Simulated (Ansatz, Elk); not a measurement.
## YFeBr5: X-ray structure factors from the self-consistent density

Structure refinements treat a crystal as free atoms side by side. For a made-up structure of YFeBr5 (cell and positions from a PBE relaxation) the runs below show what the calculated density changes in F(hkl).

Method: DFT, PBE, all-electron APW+lo, Dirac cores, scalar-relativistic bands, static density, ferromagnetic start, in Elk 11.2.3 (patched build).

The structure was built from a prototype and need not be the compound's stable phase.

### 1. Starting point

Symmetry: Immm, No. 71, orthorhombic system. Conventional cell: a = 5.409 Å, b = 8.958 Å, c = 10.460 Å, α = 90.00°, β = 90.00°, γ = 90.00°. Nearest to Y lie 6 Br at 2.70 to 2.87 Å. Br has 2 Y at 2.70 Å nearest. Br has 1 Fe at 2.36 Å and 1 Y at 2.87 Å nearest. Br has 1 Y at 2.76 Å nearest. Fe has 2 Br at 2.36 Å nearest. Farther neighbours and most contacts between anions are not listed.

Coordinates:

```cif
data_structure
_symmetry_space_group_name_H-M 'P 1'
_symmetry_Int_Tables_number 1
_cell_length_a 7.3978
_cell_length_b 7.3978
_cell_length_c 7.3978
_cell_angle_alpha 137.116
_cell_angle_beta 105.476
_cell_angle_gamma 90.025
_cell_volume 253.39
loop_
_atom_site_label
_atom_site_type_symbol
_atom_site_fract_x
_atom_site_fract_y
_atom_site_fract_z
_atom_site_occupancy
Y1 Y 0.50000 0.50000 0.00000 1
Br2 Br 0.50000 0.00000 0.50000 1
Br3 Br 0.77469 0.77469 0.00000 1
Br4 Br 0.22531 0.22531 0.00000 1
Br5 Br 0.19176 0.50000 0.69176 1
Br6 Br 0.80824 0.50000 0.30824 1
Fe7 Fe 0.00000 0.00000 0.00000 1
```

### 2. Ground state and structure factors

An all-electron density is needed, since X-rays see the cores too. Task 0 finds the density and task 195 Fourier-transforms it; tshift is off so that phases refer to the origin typed.

Input file elk.in:

```
tasks
  0
  195
  196

xctype
  20

spinpol
  .true.

rgkmax
  7.0

gmaxvr
  14.0

lmaxo
  7

lmaxapw
  8

swidth
  0.002

tshift
  .false.

ramdisk
  .false.

hmaxvr
  5.5

maxscl
  120

epspot
  1e-06

reducebf
  0.8

sppath
  './'

avec
  -5.11039168150 8.46420828819 9.88300602042
  5.11039168150 -8.46420828819 9.88300602042
  5.11039168150 8.46420828819 -9.88300602042

atoms
  3
  'Y.in'
  1
  0.5000000000 0.5000000000 -0.0000000000   0.000000 0.000000 0.000000
  'Br.in'
  5
  0.5000000000 0.0000000000 0.5000000000   0.000000 0.000000 0.000000
  0.7746940416 0.7746940416 -0.0000000000   0.000000 0.000000 0.000000
  0.2253059584 0.2253059584 -0.0000000000   0.000000 0.000000 0.000000
  0.1917589099 0.5000000000 0.6917589099   0.000000 0.000000 0.000000
  0.8082410901 0.5000000000 0.3082410901   0.000000 0.000000 0.000000
  'Fe.in'
  1
  -0.0000000000 0.0000000000 -0.0000000000   0.000000 0.000000 -0.165000

ngridk
  4 4 4
```

Started as:

```bash
$ OMP_NUM_THREADS=4 elk
```

Numbers of over 12 decimals in the logs are rounded to 6 here.

Log:

```text
┌─────────────────────────┐
│ Elk code version 11.2.3 │
└─────────────────────────┘

All units are atomic (Hartree, Bohr, etc.)

┌─────────────────────────────────────────────────┐
│ Ground-state run starting from atomic densities │
└─────────────────────────────────────────────────┘

Lattice vectors :
  -5.110391682       8.464208288       9.883006020
   5.110391682      -8.464208288       9.883006020
   5.110391682       8.464208288      -9.883006020

Reciprocal lattice vectors :
  0.1482941396E-16  0.3711620209      0.3178782495
  0.6147459626      0.6497188037E-17  0.3178782495
  0.6147459626      0.3711620209     -0.4013305438E-17

Unit cell volume      :    1709.974290
Brillouin zone volume :   0.1450607853

Muffin-tin inner radius fraction :   0.1000000000E-01

Nuclei treated as point charges

Species : 1 (Y)
 parameters loaded from : Y.in
 name : yttrium
 nuclear charge    :   -39.00000000
 electronic charge :    39.00000000
 atomic mass :    162065.4503
 muffin-tin radius :    2.600000000
 number of radial points in muffin-tin :   1193
 inner part over the whole radius :   0.9871815862E-02
 number on inner part of muffin-tin    :    847
 approximate nuclear radius :   0.8135895711E-04
 number of mesh points to nuclear radius :    416
 atomic positions (lattice), magnetic fields (Cartesian) :
  1 :   0.50000000  0.50000000  0.00000000    0.00000000  0.00000000  0.00000000

Species : 2 (Br)
 parameters loaded from : Br.in
 name : bromine
 nuclear charge    :   -35.00000000
 electronic charge :    35.00000000
 atomic mass :    145656.0816
 muffin-tin radius :    2.201700143
 number of radial points in muffin-tin :    993
 inner part over the whole radius :   0.9870433802E-02
 number on inner part of muffin-tin    :    701
 approximate nuclear radius :   0.7858070945E-04
 number of mesh points to nuclear radius :    346
 atomic positions (lattice), magnetic fields (Cartesian) :
  1 :   0.50000000  0.00000000  0.50000000    0.00000000  0.00000000  0.00000000
  2 :  -0.22530596 -0.22530596  0.00000000    0.00000000  0.00000000  0.00000000
  3 :   0.22530596  0.22530596  0.00000000    0.00000000  0.00000000  0.00000000
  4 :   0.19175891  0.50000000 -0.30824109    0.00000000  0.00000000  0.00000000
  5 :  -0.19175891  0.50000000  0.30824109    0.00000000  0.00000000  0.00000000

Species : 3 (Fe)
 parameters loaded from : Fe.in
 name : iron
 nuclear charge    :   -26.00000000
 electronic charge :    26.00000000
 atomic mass :    101799.2075
 muffin-tin radius :    2.201700143
 number of radial points in muffin-tin :    993
 inner part over the whole radius :   0.9993752161E-02
 number on inner part of muffin-tin    :    699
 approximate nuclear radius :   0.7160107270E-04
 number of mesh points to nuclear radius :    333
 atomic positions (lattice), magnetic fields (Cartesian) :
  1 :   0.00000000  0.00000000  0.00000000    0.00000000  0.00000000 -0.16500000

Total number of atoms per unit cell :    7
Total muffin-tin volume :    341.8565137
 ratio of muffin-tin to unit cell volume :   0.1999190957

Spin treatment :
 spin-polarised
 global magnetic field (Cartesian) :    0.000000000       0.000000000       0.000000000
 collinear magnetisation in z-direction

Number of Bravais lattice symmetries :    8
Number of crystal symmetries         :    8
Crystal has inversion symmetry
Real symmetric eigensolver will be used

k-point grid :      4     4     4
k-point offset :    0.000000000       0.000000000       0.000000000
k-point set is reduced with full crystal symmetry group
Total number of k-points :       18

Muffin-tin radius times maximum |G+k| :    7.000000000
 using average radius
Maximum |G+k| for APW functions       :    3.099264863
Maximum (1/2)|G+k|²                   :    4.802721345
Maximum |G| for potential and density :    14.00000000
Constant for pseudocharge density :    9
 order of it for each species :   16  16  16
 order of it for pair densities of each species (exact exchange by exxq0 0: 17) :   13   9   9
[...]
RMS change in Kohn-Sham potential (target) :    1.732758095     (  0.1000000000E-05)
Absolute change in total energy (target)   :    8.835652365     (  0.1000000000E-03)

[... loops 3 to 25 left out ...]

┌──────────────────┐
│ Loop number : 26 │
└──────────────────┘

Energies :
 Fermi                       :     0.53769311091076E-01
 sum of occupied eigenvalues :     -10336.492891200
 electron kinetic            :      18146.157715259
 core electron kinetic       :      16764.444906814
 Coulomb                     :     -35211.023018486
 Coulomb potential           :     -27666.404938894
 nuclear-nuclear             :     -1721.6088888654
 electron-nuclear            :     -39337.334288961
 Hartree                     :      5847.9201593402
 Madelung                    :     -21377.820549039
 xc potential                :     -815.99374478650
 xc effective B-field        :    -0.251913
 external B-field            :      0.000000
 exchange                    :     -615.43741826485
 correlation                 :     -11.694000932585
 electron entropic           :    -0.31053962560044E-03
 total energy                :     -17691.997032964
 (external B-field energy excluded from total)

Density of states at Fermi energy :    14.71665910
 (states/Hartree/unit cell)

Estimated indirect band gap :   0.1313772658E-01
 from k-point 3 to k-point 18
Estimated direct band gap   :   0.1345685835E-01
 at k-point 15

Charges :
 core                        :    128.0000000
 valence                     :    112.0000000
 interstitial                :    14.41861331
 muffin-tins (core leakage)
  species : 1 (Y)
[...]
species : 2 (Br)
[...]
species : 3 (Fe)
[...]
total in muffin-tins        :    225.5813867
 total calculated charge     :    239.9986590
 total charge                :    240.0000000
 error                       :   0.1340952051E-02

Moments :
 interstitial                :   0.3318941078
 muffin-tins
  species : 1 (Y)
[...]
species : 2 (Br)
[...]
species : 3 (Fe)
[...]
total in muffin-tins        :    3.668071008
 total moment                :    3.999965116

RMS change in Kohn-Sham potential (target) :   0.1596017608E-06 (  0.1000000000E-05)
Absolute change in total energy (target)   :   0.5825108383E-04 (  0.1000000000E-03)

Convergence targets achieved

┌──────────────────┐
│ Loop number : 27 │
└──────────────────┘

Energies :
 Fermi                       :     0.53769410018928E-01
 sum of occupied eigenvalues :     -10336.492890443
 electron kinetic            :      18146.157702274
 core electron kinetic       :      16764.444906081
 Coulomb                     :     -35211.023016777
 Coulomb potential           :     -27666.404939203
 nuclear-nuclear             :     -1721.6088888654
 electron-nuclear            :     -39337.334285254
 Hartree                     :      5847.9201573424
 Madelung                    :     -21377.820547176
 xc potential                :     -815.99373609561
 xc effective B-field        :    -0.251913
 external B-field            :      0.000000
 exchange                    :     -615.43741819678
 correlation                 :     -11.694000922072
 electron entropic           :    -0.31052556878341E-03
 total energy                :     -17691.997044148
 (external B-field energy excluded from total)

Density of states at Fermi energy :    14.71582892
 (states/Hartree/unit cell)

Estimated indirect band gap :   0.1313797907E-01
 from k-point 3 to k-point 18
Estimated direct band gap   :   0.1345712524E-01
 at k-point 15

Charges :
 core                        :    128.0000000
 valence                     :    112.0000000
 interstitial                :    14.41861327
 muffin-tins (core leakage)
  species : 1 (Y)
[...]
species : 2 (Br)
[...]
atom 4                    :    32.90321375     (  0.9293794564E-04)
   atom 5                    :    32.90321375     (  0.9293794564E-04)
  species : 3 (Fe)
   atom 1                    :    24.21003873     ( -0.2208578227E-06)
 total in muffin-tins        :    225.5813867
 total calculated charge     :    239.9986590
 total charge                :    240.0000000
 error                       :   0.1340951742E-02

Moments :
 interstitial                :   0.3318943992
 muffin-tins
  species : 1 (Y)
[...]
species : 2 (Br)
[...]
atom 4                    :   0.5078850484E-01
   atom 5                    :   0.5078850484E-01
  species : 3 (Fe)
   atom 1                    :    3.381428761
 total in muffin-tins        :    3.668070717
 total moment                :    3.999965116

┌──────────────────────────────┐
│ Self-consistent loop stopped │
└──────────────────────────────┘

Wrote STATE.OUT
```

The job ended after 11 min (4 threads of Arm Neoverse V2, shared host; peak memory 0.81 GiB).

SFACRHO.OUT:

```text

h k l indices transformed by vhmat matrix:
   1.000000000       0.000000000       0.000000000    
   0.000000000       1.000000000       0.000000000    
   0.000000000       0.000000000       1.000000000    

      h      k      l  multipl.   |H|            Re(F)            Im(F)           |F|

      0      0      0      1   0.0000000       240.00000     -0.12114450E-14   240.00000    
     -1      0      0      4  0.48867968      -11.286415     -0.29653754E-14   11.286415    
     -1     -1      1      2  0.63575650       95.291192     -0.61934730E-14   95.291192    
      1      0     -1      4  0.69206877      -34.077818      0.19355930E-13   34.077818    
     -1      1      0      4  0.71810434       67.401053     -0.29688942E-14   67.401053    
      1     -1      1      2  0.74232404       106.22799      0.11835619E-13   106.22799    
     -1     -1      2      8  0.95909341      -55.109496     -0.88876227E-14   55.109496    
      0      2     -2      4  0.97735936      -17.695191      0.20774774E-13   17.695191    
      0     -1      2      8   1.0148912       73.251169     -0.17798964E-13   73.251169    
      2      1     -1      4   1.0233184      -46.673955      0.32601586E-13   46.673955    
      1      2     -1      4   1.1346065      -66.252324      0.46095216E-13   66.252324    
      1     -2      2      4   1.1579714      -82.482257      0.22225430E-13   82.482257    
      1     -1     -1      2   1.2294919       194.49333     -0.52270494E-14   194.49333    
     -2     -2      2      2   1.2715130       181.99877      0.69729547E-13   181.99877    
      1     -1      2      4   1.2719134       129.60967     -0.31161680E-13   129.60967    
      0     -1     -1      8   1.3230488      -9.9087810      0.29583162E-14   9.9087810    
      1      2     -3      8   1.3558676       33.425142      0.35605147E-13   33.425142    
      0      2      0      4   1.3841375       80.111182      0.41392972E-13   80.111182
```

Elk indexes on the primitive cell of elk.in and gives |H| = 4π sin θ/λ in inverse bohr. Below, one row stands for each form hkl of the conventional cell (m members, Friedel mates merged), F is for one primitive cell and the density is static (no thermal factor). Free-atom factors are Waasmaier and Kirfel's, and R is Σm||F|−|F'||/Σm|F|.

```csv
hkl,m,sin θ/λ (Å⁻¹),"abs F, DFT",neutral atoms,diff.
011,4,0.073,11.286,11.294,-0.008
002,2,0.096,95.291,95.199,+0.093
101,4,0.104,34.078,33.922,+0.156
110,4,0.108,67.401,67.460,-0.059
020,2,0.112,106.228,106.294,-0.066
112,8,0.144,55.109,54.763,+0.346
022,4,0.147,17.695,17.382,+0.313
121,8,0.153,73.251,72.778,+0.474
013,4,0.154,46.674,46.371,+0.303
103,4,0.171,66.252,66.086,+0.166
031,4,0.174,82.482,82.336,+0.146
200,2,0.185,194.493,194.034,+0.459
004,2,0.191,181.999,181.586,+0.413
130,4,0.191,129.610,129.611,-0.001
```

### 3. The magnetisation density

The same run holds the spin density, and task 196 transforms it. The order is that of the start, and no other was tried.

SFACMAG_1.OUT:

```text

h k l indices transformed by vhmat matrix:
   1.000000000       0.000000000       0.000000000    
   0.000000000       1.000000000       0.000000000    
   0.000000000       0.000000000       1.000000000    

      h      k      l  multipl.   |H|            Re(F)            Im(F)           |F|

      0      0      0      1   0.0000000       3.9999653     -0.20619592E-16   3.9999653    
     -1      0      0      4  0.48867968       3.3595277     -0.27793150E-16   3.3595277    
     -1     -1      1      2  0.63575650       3.1500917     -0.17507275E-16   3.1500917    
      1      0     -1      4  0.69206877       3.0456301      0.63041888E-16   3.0456301    
     -1      1      0      4  0.71810434       3.2721350     -0.95338570E-19   3.2721350    
      1     -1      1      2  0.74232404       3.2347036      0.31580241E-16   3.2347036    
     -1     -1      2      8  0.95909341       2.7068267     -0.37437991E-17   2.7068267    
      0      2     -2      4  0.97735936       2.6785331      0.43861938E-16   2.6785331    
      0     -1      2      8   1.0148912       2.8599063     -0.15981855E-16   2.8599063    
      2      1     -1      4   1.0233184       2.8215103     -0.45365307E-16   2.8215103    
      1      2     -1      4   1.1346065       2.5693280     -0.19184823E-16   2.5693280    
      1     -2      2      4   1.1579714       2.5904379     -0.94644331E-17   2.5904379    
      1     -1     -1      2   1.2294919       2.5131639     -0.11643347E-16   2.5131639    
     -2     -2      2      2   1.2715130       2.6513012      0.11243104E-15   2.6513012    
      1     -1      2      4   1.2719134       2.5802261     -0.11551164E-16   2.5802261    
      0     -1     -1      8   1.3230488       2.3390707     -0.12974313E-16   2.3390707
```

The total moment is 4.00 μB a cell; sphere moments: Y1 +0.02, Br2 +0.01, Br3 +0.08, Br4 +0.08, Br5 +0.05, Br6 +0.05, Fe7 +3.38 μB. Polarised neutrons measure spin and orbital magnetisation together; without spin-orbit coupling the run gives the spin part:

```csv
hkl,sin θ/λ (Å⁻¹),abs F_M (μB)
011,0.073,3.360
002,0.096,3.150
101,0.104,3.046
110,0.108,3.272
020,0.112,3.235
112,0.144,2.707
022,0.147,2.679
121,0.153,2.860
013,0.154,2.821
103,0.171,2.569
031,0.174,2.590
200,0.185,2.513
004,0.191,2.651
130,0.191,2.580
```

### 4. The highest occupied states alone

An energy window below the Fermi level keeps the highest occupied states, to see at which angles they scatter; shallow core shells can lie inside it and anion s states outside. No new self-consistency is needed.

elk.in: that of step 2 with these lines changed.

```diff
@@ -1,5 +1,3 @@
 tasks
-  0
   195
-  196
 
@@ -44,2 +42,5 @@
 
+wsfac
+  -0.313720 0.353770
+
 sppath
```

Started as:

```bash
$ OMP_NUM_THREADS=4 elk
```

Log:

```text
┌─────────────────────────────────┐
│ Elk code version 11.2.3 started │
└─────────────────────────────────┘

Info(readinput): the functional depends on the density's gradient
 muffin-tin radial points multiplied by    2.00000
 (not where nrmtscf is given)

┌────────────────────┐
│ Current task : 195 │
└────────────────────┘
Info(checkmt): changed muffin-tin radius of species 2 (Br) from   2.4000 to   2.2017
Info(checkmt): changed muffin-tin radius of species 3 (Fe) from   2.4000 to   2.2017

Info(sfacrho): density structure factors written to SFACRHO.OUT

 Energy window :  -0.3137200000      0.3537700000

┌──────────────────┐
│ Elk code stopped │
└──────────────────┘
```

Wall time 33 s (4 threads); peak memory 0.43 GiB.

States within 10 eV below the Fermi level hold 35.99 electrons; any levels below the window count with the cores. Their amplitudes can exceed the total, where window and core parts have opposite phase:

```csv
hkl,sin θ/λ (Å⁻¹),"abs F, window","abs F, all"
011,0.073,5.380,11.286
002,0.096,11.217,95.291
101,0.104,2.682,34.078
110,0.108,7.527,67.401
020,0.112,11.310,106.228
112,0.144,3.405,55.109
022,0.147,0.379,17.695
121,0.153,10.878,73.251
013,0.154,2.000,46.674
103,0.171,1.090,66.252
```

[end of part 1 of 2]

[Logs are printed without paths, hosts, clocks, repeated set-up lines and the standing remarks that a program may print on its own settings, such as how far it seeks lower states.]

[Hosts, paths, dates, database ids (printed as entryN), source tags and the programs' standing remarks are cut or masked in the printed files.]
